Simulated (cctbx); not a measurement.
# Which space group?

Cell: a = 10.6250 Å, b = 4.0490 Å, c = 13.6150 Å, α = 90.00°, β = 90.00°, γ = 90.00°. Expected content of the cell: Tl4 Yb4 Cd4 S12.

Simulated single-crystal data (cctbx): Cu Kα, λ = 1.54184 Å, to d = 0.83 Å, 50 % of the full sphere, strongest reflection 70000 counts, noise from counting, a 2 % proportional error and a noise floor of 2 counts (s.d.); no absorption, some extinction.

Tests on the unmerged data give:

```text
2062 reflections to d = 0.830 A
centring   violations  <I/sigma> of those
    A        823 of  1034     16.8
    B        837 of  1019     20.0
    C        936 of  1051     22.6
    I        826 of  1015     21.1
    R       1187 of  1377     22.1
    F       1298 of  1552     19.8
Laue class    unique    Rint  (classes that these axes allow; Friedel mates merged)
P -1             1587   0.015
P 1 2/m 1        1091   0.017
P 1 1 2/m        1037   0.017
P 2/m 1 1        1035   0.016
P m m m           653   0.018
space group    extra absences  I>4sigma  <I/sigma>
P 2 2 2                 0          0         -  acentric
P 2 2 21                3          0      -0.8  acentric
P 21 2 2                3          0       0.7  acentric
P 2 21 2                3          0      -0.5  acentric
P 21 21 2               6          0       0.1  acentric
P 2 21 21               6          0      -0.7  acentric
P 21 2 21               6          0      -0.1  acentric
P 21 21 21              9          0      -0.2  acentric
P m m 2                 0          0         -  acentric
P 2 m m                 0          0         -  acentric
P m 2 m                 0          0         -  acentric
P 21 m a               45          0       0.2  acentric
P m 2 a                45          0       0.2  acentric
P n m 21               58          0      -0.0  acentric
P n 21 m               58          0      -0.0  acentric
P n 21 a              103          0       0.1  acentric
P m m m                 0          0         -  centric
P m m a                45          0       0.2  centric
P n m m :1             58          0      -0.0  centric
P n m m :2             58          0      -0.0  centric
P n m a               103          0       0.1  centric
Wilson B = 1.50 A^2   <|E^2-1|> = 0.945 (0.968 centric, 0.736 acentric)   E^2>4: 3.2 %
shell (A)         n   <I/sigma>
 8.38 - 1.66    100     35.1
 1.66 - 1.32     82     43.2
 1.32 - 1.15     83     31.8
 1.15 - 1.05     80     38.4
 1.05 - 0.97     79     34.5
 0.97 - 0.91     79     33.6
 0.91 - 0.87     79     31.9
 0.87 - 0.83     71     30.1
```

Q: Read the symmetry from these tables.

Every centring test has many violations, so the lattice is primitive.

Rint stays low (0.015 to 0.018) up to P m m m, the highest class in these axes.

21 settings pass the absence test. The most absences obeyed, 103, belong to P n 21 a and P n m a, which absences can't tell apart.

⟨|E²−1|⟩ = 0.945 leans to a centrosymmetric structure. The Wilson B of 1.50 Å² means U ≈ 0.0190 Å².

The true group is Pnma (no. 62), Laue class mmm, centrosymmetric. The tables only narrow the choice to the tied entries; cell content, site symmetry and trial solutions must settle it.

The model was made for the exercise: a known structure type with other elements put in, its volume estimated, not relaxed; displacement parameters are assumed.

[Logs are printed without paths, hosts, clocks, repeated set-up lines and the standing remarks that a program may print on its own settings, such as how far it seeks lower states.]
